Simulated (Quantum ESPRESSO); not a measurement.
# O on hollow sites of W(110): a series in the coverage, part 2 of 9

Wanted: a table for O on hollow sites of W(110) against the coverage, and what can be fitted to it.

Quantum ESPRESSO 7.5; plane-wave DFT, PBE, GBRV ultrasoft pseudopotentials.

So far. Step 2 (Relaxing cell and ions of the reference):  The last row is no step: it is a fresh SCF in the final cell with a new plane-wave basis, -1 meV from the row before. The relaxed cell has a = 3.182 Å (conventional setting).

## Step 3: Ground state of the reference

A bulk run at that cell gives the reference energy and levels.

File ref.bulk.in:

```
&control
  prefix = 'ref.bulk'
  outdir = './out'
  pseudo_dir = './pseudo'
  calculation = 'scf'
  tprnfor = .true.
/
&system
  ibrav = 0
  nat = 1
  ntyp = 1
  ecutwfc = 40
  ecutrho = 200
  occupations = 'smearing'
  smearing = 'mv'
  degauss = 0.02
/
&electrons
  conv_thr = 1e-09
  mixing_beta = 0.4
  electron_maxstep = 120
/
ATOMIC_SPECIES
  W   183.8400  w_pbe_v1.2.uspp.F.UPF
CELL_PARAMETERS angstrom
  -1.59107410200000 1.59107410200000 1.59107410200000
  1.59107410200000 -1.59107410200000 1.59107410200000
  1.59107410200000 1.59107410200000 -1.59107410200000
ATOMIC_POSITIONS crystal
  W   0.000000000000 0.000000000000 0.000000000000
K_POINTS automatic
  18 18 18 0 0 0
```

Launch:

```sh
OMP_NUM_THREADS=1 mpirun -n 8 pw.x -nk 8 -in ref.bulk.in > ref.bulk.out
```

The log of the run:

```text
[banner, memory and clock lines left out]
Program PWSCF v.7.5 starts
[citation notice left out]

[...]
Message from routine setup:
[...]
bravais-lattice index     =            0
     lattice parameter (alat)  =       5.2077  a.u.
     unit-cell volume          =     108.7246 (a.u.)^3
     number of atoms/cell      =            1
     number of atomic types    =            1
     number of electrons       =        14.00
     number of Kohn-Sham states=           11
     kinetic-energy cutoff     =      40.0000  Ry
     charge density cutoff     =     200.0000  Ry
     scf convergence threshold =      1.0E-09
     mixing beta               =       0.4000
     number of iterations used =            8  plain     mixing
     Exchange-correlation= SLA  PW   PBE  PBE
                           (   1   4   3   4   0   0   0)

[...]
PseudoPot. # 1 for W  read from file:
     ./pseudo/w_pbe_v1.2.uspp.F.UPF
     Pseudo is Ultrasoft + core correction, Zval = 14.0
     Generated by new atomic code, or converted to UPF format
     Using radial grid of  923 points,  8 beta functions with:
                l(1) =   0
                l(2) =   0
                l(3) =   0
                l(4) =   1
                l(5) =   1
                l(6) =   2
                l(7) =   2
                l(8) =   3
     Q(r) pseudized with  6 coefficients,  rinner =    1.350   1.350   1.350
                                                       1.350   1.350   1.350
                                                       1.350

     atomic species   valence    mass     pseudopotential
     W                14.00   183.84000     W ( 1.00)

     48 Sym. Ops., with inversion, found

[...]
number of k points=   195  Marzari-Vanderbilt smearing, width (Ry)=  0.0200

     Number of k-points >= 100: set verbosity='high' to print them.

     Dense  grid:     5233 G-vectors     FFT dimensions: (  24,  24,  24)

     Smooth grid:     3781 G-vectors     FFT dimensions: (  24,  24,  24)

     Initial potential from superposition of free atoms

     starting charge      13.8997, renormalised to      14.0000

     negative rho (up, down):  6.154E-02 0.000E+00
     Starting wfcs are   13 randomized atomic wfcs

     per-process dynamical memory:    13.8 Mb

     Self-consistent Calculation

     iteration #  1     ecut=    40.00 Ry     beta= 0.40
     Davidson diagonalization with overlap
     ethr =  1.00E-02,  avg # of iterations =  2.8

     Threshold (ethr) on eigenvalues was too large:
     Diagonalizing with lowered threshold

     Davidson diagonalization with overlap
     ethr =  3.90E-04,  avg # of iterations =  1.3

     negative rho (up, down):  6.216E-02 0.000E+00

     total energy              =    -159.13524030 Ry
     estimated scf accuracy    <       0.05765576 Ry

     iteration #  2     ecut=    40.00 Ry     beta= 0.40
[...]
negative rho (up, down):  6.334E-02 0.000E+00

[...]
total energy              =    -159.13573647 Ry
     estimated scf accuracy    <       0.00846745 Ry

     iteration #  3     ecut=    40.00 Ry     beta= 0.40
[...]
negative rho (up, down):  6.436E-02 0.000E+00

[...]
total energy              =    -159.13711226 Ry
     estimated scf accuracy    <       0.00040777 Ry

     iteration #  4     ecut=    40.00 Ry     beta= 0.40
[...]
negative rho (up, down):  6.430E-02 0.000E+00

[...]
total energy              =    -159.13713520 Ry
     estimated scf accuracy    <       0.00002162 Ry

     iteration #  5     ecut=    40.00 Ry     beta= 0.40
[...]
negative rho (up, down):  6.422E-02 0.000E+00

[...]
total energy              =    -159.13714012 Ry
     estimated scf accuracy    <       0.00000020 Ry

     iteration #  6     ecut=    40.00 Ry     beta= 0.40
[...]
negative rho (up, down):  6.412E-02 0.000E+00

[...]
total energy              =    -159.13714028 Ry
     estimated scf accuracy    <       0.00000005 Ry

     iteration #  7     ecut=    40.00 Ry     beta= 0.40
[...]
negative rho (up, down):  6.413E-02 0.000E+00

[...]
total energy              =    -159.13714028 Ry
     estimated scf accuracy    <       0.00000003 Ry

     iteration #  8     ecut=    40.00 Ry     beta= 0.40
[...]
negative rho (up, down):  6.413E-02 0.000E+00

[...]
End of self-consistent calculation

     Number of k-points >= 100: set verbosity='high' to print the bands.

     the Fermi energy is    22.2827 ev

!    total energy              =    -159.13714029 Ry
     estimated scf accuracy    <          4.3E-10 Ry
     smearing contrib. (-TS)   =      -0.00035563 Ry
     internal energy E=F+TS    =    -159.13678466 Ry

     The total energy is F=E-TS. E is the sum of the following terms:
     one-electron contribution =     -15.14423775 Ry
     hartree contribution      =      15.86613017 Ry
     xc contribution           =     -41.24173665 Ry
     ewald contribution        =    -118.61694043 Ry

     convergence has been achieved in   8 iterations

     negative rho (up, down):  6.413E-02 0.000E+00

     Forces acting on atoms (cartesian axes, Ry/au):

     atom    1 type  1   force =     0.00000000    0.00000000    0.00000000

     Total force =     0.000000     Total SCF correction =     0.000000

[...]
```

Elapsed: 3.4 s, on 8 MPI ranks of Arm Neoverse V1, shared host; peak memory 0.4 GiB.

Read from the output:

- free energy: -2165.1711 eV

## Step 4: Relaxing the ions of the reference

The free molecule gives the reference for adsorption energies.

System of this step: O2 molecule in a box. The cell holds 2 atoms: 2 O. Its edges and angles: a = 11.000 Å, b = 11.500 Å, c = 13.000 Å, α = 90.0°, β = 90.0°, γ = 90.0°. Vacuum lies along a, b and c.

File ref.gas.in:

```
&control
  prefix = 'ref.gas'
  outdir = './out'
  pseudo_dir = './pseudo'
  nstep = 40
  forc_conv_thr = 0.001
  calculation = 'relax'
/
&system
  ibrav = 0
  nat = 2
  ntyp = 1
  ecutwfc = 40
  ecutrho = 200
  occupations = 'smearing'
  smearing = 'gaussian'
  degauss = 0.002
  nspin = 2
  starting_magnetization(1) = 0.5
/
&electrons
  conv_thr = 1e-07
  mixing_beta = 0.4
  electron_maxstep = 120
/
&ions
/
ATOMIC_SPECIES
  O   15.9990  o_pbe_v1.2.uspp.F.UPF
CELL_PARAMETERS angstrom
  11.00000000000000 0.00000000000000 0.00000000000000
  0.00000000000000 11.50000000000000 0.00000000000000
  0.00000000000000 0.00000000000000 13.00000000000000
ATOMIC_POSITIONS crystal
  O   0.500000000000 0.500000000000 0.452692307692
  O   0.500000000000 0.500000000000 0.547307692308
K_POINTS automatic
  1 1 1 0 0 0
```

Launch:

```sh
OMP_NUM_THREADS=1 mpirun -n 8 pw.x -nk 1 -in ref.gas.in > ref.gas.out
```

The log of the run:

```text
[banner, memory and clock lines left out]
Program PWSCF v.7.5 starts

          URL

     Message from routine setup:
     using ibrav=0 with symmetry is DISCOURAGED, use correct ibrav instead

     bravais-lattice index     =            0
     lattice parameter (alat)  =      20.7870  a.u.
     unit-cell volume          =   11097.6361 (a.u.)^3
     number of atoms/cell      =            2
     number of atomic types    =            1
     number of electrons       =        12.00
     number of Kohn-Sham states=           10
     kinetic-energy cutoff     =      40.0000  Ry
     charge density cutoff     =     200.0000  Ry
     scf convergence threshold =      1.0E-07
     mixing beta               =       0.4000
     number of iterations used =            8  plain     mixing
     energy convergence thresh.=      1.0E-04
     force convergence thresh. =      1.0E-03
     Exchange-correlation= SLA  PW   PBE  PBE
                           (   1   4   3   4   0   0   0)
     nstep                     =           40

     celldm(1)=  20.786987  celldm(2)=   0.000000  celldm(3)=   0.000000
     celldm(4)=   0.000000  celldm(5)=   0.000000  celldm(6)=   0.000000

     crystal axes: (cart. coord. in units of alat)
               a(1) = (   1.000000   0.000000   0.000000 )
               a(2) = (   0.000000   1.045455   0.000000 )
               a(3) = (   0.000000   0.000000   1.181818 )

     reciprocal axes: (cart. coord. in units 2 pi/alat)
               b(1) = (  1.000000  0.000000  0.000000 )
               b(2) = (  0.000000  0.956522  0.000000 )
               b(3) = (  0.000000  0.000000  0.846154 )

     PseudoPot. # 1 for O  read from file:
     ./pseudo/o_pbe_v1.2.uspp.F.UPF
     Pseudo is Ultrasoft + core correction, Zval =  6.0
     Generated by new atomic code, or converted to UPF format
     Using radial grid of  737 points,  5 beta functions with:
                l(1) =   0
                l(2) =   0
                l(3) =   1
                l(4) =   1
                l(5) =   2
     Q(r) pseudized with  8 coefficients,  rinner =    0.900   0.900   0.900
                                                       0.900   0.900

     atomic species   valence    mass     pseudopotential
     O                 6.00    15.99900     O ( 1.00)

     Starting magnetic structure
     atomic species   magnetization
     O               0.500

      8 Sym. Ops., with inversion, found

   Cartesian axes

     site n.     atom                  positions (alat units)
         1        O      tau(   1) = (   0.5000000   0.5227273   0.5350000  )
         2        O      tau(   2) = (   0.5000000   0.5227273   0.6468182  )

     number of k points=     1  Gaussian smearing, width (Ry)=  0.0020
                       cart. coord. in units 2pi/alat
        k(    1) = (   0.0000000   0.0000000   0.0000000), wk =   1.0000000

     Dense  grid:   530123 G-vectors     FFT dimensions: (  96, 100, 120)

     Smooth grid:   379275 G-vectors     FFT dimensions: (  90,  90, 100)

     Generating pointlists ...
     new r_m :   0.0461 (alat units)  0.9588 (a.u.) for type    1

     Initial potential from superposition of free atoms

     starting charge      12.0000, renormalised to      12.0000

     negative rho (up, down):  7.803E-04 2.601E-04
     Starting wfcs are    8 randomized atomic wfcs +    2 random wfcs

     per-process dynamical memory:    50.7 Mb

     Self-consistent Calculation

     iteration #  1     ecut=    40.00 Ry     beta= 0.40
     Davidson diagonalization with overlap
     ethr =  1.00E-02,  avg # of iterations =  7.0

     negative rho (up, down):  1.289E-03 4.998E-04

     total energy              =     -64.20719360 Ry
     estimated scf accuracy    <       0.18699323 Ry

     total magnetization       =     2.00 Bohr mag/cell
     absolute magnetization    =     2.09 Bohr mag/cell

     iteration #  2     ecut=    40.00 Ry     beta= 0.40
     Davidson diagonalization with overlap
     ethr =  1.56E-03,  avg # of iterations =  1.0

     negative rho (up, down):  2.910E-03 9.688E-04

     total energy              =     -64.30095217 Ry
     estimated scf accuracy    <       0.06335393 Ry

     total magnetization       =     2.00 Bohr mag/cell
     absolute magnetization    =     2.07 Bohr mag/cell

     iteration #  3     ecut=    40.00 Ry     beta= 0.40
     Davidson diagonalization with overlap
     ethr =  5.28E-04,  avg # of iterations =  5.0

     negative rho (up, down):  2.766E-03 1.003E-03

     total energy              =     -64.30669345 Ry
     estimated scf accuracy    <       0.00217585 Ry

     total magnetization       =     2.00 Bohr mag/cell
     absolute magnetization    =     2.06 Bohr mag/cell

     iteration #  4     ecut=    40.00 Ry     beta= 0.40
     Davidson diagonalization with overlap
     ethr =  1.81E-05,  avg # of iterations = 12.5

     negative rho (up, down):  2.593E-03 1.018E-03

     total energy              =     -64.30698927 Ry
     estimated scf accuracy    <       0.00004226 Ry

     total magnetization       =     2.00 Bohr mag/cell
     absolute magnetization    =     2.06 Bohr mag/cell

     iteration #  5     ecut=    40.00 Ry     beta= 0.40
     Davidson diagonalization with overlap
     ethr =  3.52E-07,  avg # of iterations =  6.0

     negative rho (up, down):  2.557E-03 1.046E-03

     total energy              =     -64.30702125 Ry
     estimated scf accuracy    <       0.00000509 Ry

     total magnetization       =     2.00 Bohr mag/cell
     absolute magnetization    =     2.06 Bohr mag/cell

     iteration #  6     ecut=    40.00 Ry     beta= 0.40
     Davidson diagonalization with overlap
     ethr =  4.24E-08,  avg # of iterations =  2.0

     negative rho (up, down):  2.570E-03 1.072E-03

     total energy              =     -64.30702616 Ry
     estimated scf accuracy    <       0.00000088 Ry

     total magnetization       =     2.00 Bohr mag/cell
     absolute magnetization    =     2.06 Bohr mag/cell

     iteration #  7     ecut=    40.00 Ry     beta= 0.40
     Davidson diagonalization with overlap
     ethr =  7.37E-09,  avg # of iterations =  2.0

     negative rho (up, down):  2.655E-03 1.116E-03

     Magnetic moment per site  (integrated on atomic sphere of radius R)
     atom   1 (R=0.046)  charge=  2.9869  magn=  0.5797
     atom   2 (R=0.046)  charge=  2.9869  magn=  0.5797

     End of self-consistent calculation

 ------ SPIN UP ------------

          k = 0.0000 0.0000 0.0000 ( 47391 PWs)   bands (ev):

   -32.3554 -20.5777 -13.4161 -13.2716 -13.2716  -6.8947  -6.8947  -0.4635
[...]
total magnetization       =     2.00 Bohr mag/cell
     absolute magnetization    =     2.05 Bohr mag/cell

     iteration #  2     ecut=    40.00 Ry     beta= 0.40
     Davidson diagonalization with overlap
     ethr =  1.91E-06,  avg # of iterations =  2.0

     negative rho (up, down):  2.523E-03 1.355E-03

     total energy              =     -64.30682232 Ry
     estimated scf accuracy    <       0.00002670 Ry

     total magnetization       =     2.00 Bohr mag/cell
     absolute magnetization    =     2.05 Bohr mag/cell

     iteration #  3     ecut=    40.00 Ry     beta= 0.40
     Davidson diagonalization with overlap
     ethr =  2.22E-07,  avg # of iterations =  2.0

     negative rho (up, down):  2.599E-03 1.208E-03

     total energy              =     -64.30682770 Ry
     estimated scf accuracy    <       0.00000442 Ry

     total magnetization       =     2.00 Bohr mag/cell
     absolute magnetization    =     2.05 Bohr mag/cell

     iteration #  4     ecut=    40.00 Ry     beta= 0.40
     Davidson diagonalization with overlap
     ethr =  3.68E-08,  avg # of iterations =  2.0

     negative rho (up, down):  2.590E-03 1.172E-03

     total energy              =     -64.30682903 Ry
     estimated scf accuracy    <       0.00000014 Ry

     total magnetization       =     2.00 Bohr mag/cell
     absolute magnetization    =     2.05 Bohr mag/cell

     iteration #  5     ecut=    40.00 Ry     beta= 0.40
     Davidson diagonalization with overlap
     ethr =  1.14E-09,  avg # of iterations =  2.5

     negative rho (up, down):  2.601E-03 1.164E-03

     Magnetic moment per site  (integrated on atomic sphere of radius R)
     atom   1 (R=0.046)  charge=  2.9313  magn=  0.5689
     atom   2 (R=0.046)  charge=  2.9313  magn=  0.5689

     End of self-consistent calculation

 ------ SPIN UP ------------

          k = 0.0000 0.0000 0.0000 ( 47391 PWs)   bands (ev):

   -32.6795 -20.4508 -13.4600 -13.4088 -13.4088  -6.7654  -6.7654  -0.4638
     0.3482   0.3961

 ------ SPIN DOWN ----------

          k = 0.0000 0.0000 0.0000 ( 47391 PWs)   bands (ev):

   -31.4829 -18.5951 -12.4814 -11.4794 -11.4793  -4.3621  -4.3620  -0.3846
     0.4633   0.4798

     the Fermi energy is    -5.5675 ev

!    total energy              =     -64.30682988 Ry
     estimated scf accuracy    <       0.00000003 Ry
     smearing contrib. (-TS)   =      -0.00000000 Ry
     internal energy E=F+TS    =     -64.30682988 Ry

     The total energy is F=E-TS. E is the sum of the following terms:
     one-electron contribution =    -130.43738897 Ry
     hartree contribution      =      67.09959300 Ry
     xc contribution           =     -14.21741097 Ry
     ewald contribution        =      13.24837706 Ry

     total magnetization       =     2.00 Bohr mag/cell
     absolute magnetization    =     2.05 Bohr mag/cell

     convergence has been achieved in   5 iterations

     negative rho (up, down):  2.601E-03 1.164E-03

     Forces acting on atoms (cartesian axes, Ry/au):

     atom    1 type  1   force =     0.00000000    0.00000000   -0.02928223
     atom    2 type  1   force =     0.00000000    0.00000000    0.02928223

     Total force =     0.041411     Total SCF correction =     0.000391
     Energy error            =      2.0E-04 Ry
     Gradient error          =      2.9E-02 Ry/Bohr

     number of scf cycles    =   2
     number of bfgs steps    =   1

     energy             old  =     -64.3070266617 Ry
     energy             new  =     -64.3068298835 Ry

     CASE: energy            _new > energy            _old

     new trust radius        =       0.0052390489 bohr
     new conv_thr            =       0.0000001000 Ry

ATOMIC_POSITIONS (crystal)
O                0.5000000000        0.5000000000        0.4529055681
O                0.5000000000        0.5000000000        0.5470944319

     XML data file
     NEW-OLD atomic charge density approx. for the potential

     negative rho (up, down):  1.639E-03 1.735E-03
     Generating pointlists ...

     per-process dynamical memory:    63.8 Mb

     Self-consistent Calculation

     iteration #  1     ecut=    40.00 Ry     beta= 0.40
     Davidson diagonalization with overlap
     ethr =  1.00E-06,  avg # of iterations =  4.0

     negative rho (up, down):  2.474E-03 1.772E-03

     total energy              =     -64.30709173 Ry
     estimated scf accuracy    <       0.00009873 Ry

     total magnetization       =     2.00 Bohr mag/cell
     absolute magnetization    =     2.05 Bohr mag/cell

     iteration #  2     ecut=    40.00 Ry     beta= 0.40
     Davidson diagonalization with overlap
     ethr =  8.23E-07,  avg # of iterations =  2.0

     negative rho (up, down):  2.519E-03 1.394E-03

     total energy              =     -64.30710467 Ry
     estimated scf accuracy    <       0.00001143 Ry

     total magnetization       =     2.00 Bohr mag/cell
     absolute magnetization    =     2.05 Bohr mag/cell

     iteration #  3     ecut=    40.00 Ry     beta= 0.40
     Davidson diagonalization with overlap
     ethr =  9.52E-08,  avg # of iterations =  2.0

     negative rho (up, down):  2.622E-03 1.211E-03

     total energy              =     -64.30710681 Ry
     estimated scf accuracy    <       0.00000192 Ry

     total magnetization       =     2.00 Bohr mag/cell
     absolute magnetization    =     2.05 Bohr mag/cell

     iteration #  4     ecut=    40.00 Ry     beta= 0.40
     Davidson diagonalization with overlap
     ethr =  1.60E-08,  avg # of iterations =  2.0

     negative rho (up, down):  2.639E-03 1.133E-03

     Magnetic moment per site  (integrated on atomic sphere of radius R)
     atom   1 (R=0.046)  charge=  2.9244  magn=  0.5692
     atom   2 (R=0.046)  charge=  2.9244  magn=  0.5692

     End of self-consistent calculation

 ------ SPIN UP ------------

          k = 0.0000 0.0000 0.0000 ( 47391 PWs)   bands (ev):

   -32.4646 -20.5313 -13.4291 -13.3164 -13.3164  -6.8479  -6.8479  -0.4634
     0.3386   0.3967

 ------ SPIN DOWN ----------

          k = 0.0000 0.0000 0.0000 ( 47391 PWs)   bands (ev):

   -31.2575 -18.6769 -12.4610 -11.3852 -11.3852  -4.4466  -4.4466  -0.3858
     0.4571   0.4785

     the Fermi energy is    -5.5283 ev

!    total energy              =     -64.30710860 Ry
     estimated scf accuracy    <       0.00000006 Ry
     smearing contrib. (-TS)   =      -0.00000000 Ry
     internal energy E=F+TS    =     -64.30710860 Ry

     The total energy is F=E-TS. E is the sum of the following terms:
     one-electron contribution =    -129.95671170 Ry
     hartree contribution      =      66.86517479 Ry
     xc contribution           =     -14.19890681 Ry
     ewald contribution        =      12.98333513 Ry

     total magnetization       =     2.00 Bohr mag/cell
     absolute magnetization    =     2.05 Bohr mag/cell

     convergence has been achieved in   4 iterations

     negative rho (up, down):  2.639E-03 1.133E-03

     Forces acting on atoms (cartesian axes, Ry/au):

     atom    1 type  1   force =     0.00000000    0.00000000    0.00059025
     atom    2 type  1   force =     0.00000000    0.00000000   -0.00059025

     Total force =     0.000835     Total SCF correction =     0.000745
     SCF correction compared to forces is large: reduce conv_thr to get better values
     Energy error            =      8.2E-05 Ry
     Gradient error          =      5.9E-04 Ry/Bohr

     bfgs converged in   3 scf cycles and   1 bfgs steps
     (criteria: energy <  1.0E-04 Ry, force <  1.0E-03 Ry/Bohr)

     End of BFGS Geometry Optimization

     Final energy             =     -64.3071085999 Ry

     File ./out/ref.gas.bfgs deleted, as requested
Begin final coordinates

ATOMIC_POSITIONS (crystal)
O                0.5000000000        0.5000000000        0.4529055681
O                0.5000000000        0.5000000000        0.5470944319
End final coordinates

     XML data file, charge density, pseudopotentials, collected wavefunctions

                                        0.00s GPU  (     153 calls)
```

It took 15 s on 8 MPI ranks; peak memory 1.1 GiB.

Step by step:

```tsv
step	energy less that of the first step (eV)	largest force (eV/Å)
1	0.0000	0.3866
2	0.0027	0.7529
3	-0.0011	0.0152
```

This step gave:

- free energy: -874.9428 eV
- Fermi energy: -5.528 eV
- total moment: 2 μB
- absolute moment: 2.05 μB
- site moments: 0.5692, 0.5692 μB

[end of part 2 of 9]

[Logs are printed without paths, hosts, clocks, repeated set-up lines and the standing remarks that a program may print on its own settings, such as how far it seeks lower states.]

[Hosts, paths, dates, database ids (printed as entryN), source tags and the programs' standing remarks are cut or masked in the printed files.]

[Maps of the electrostatic potential energy from Ansatz leave out the sawtooth potential of an applied field or a dipole correction, so their vacuum need not be flat; planar profiles and work functions include it.]
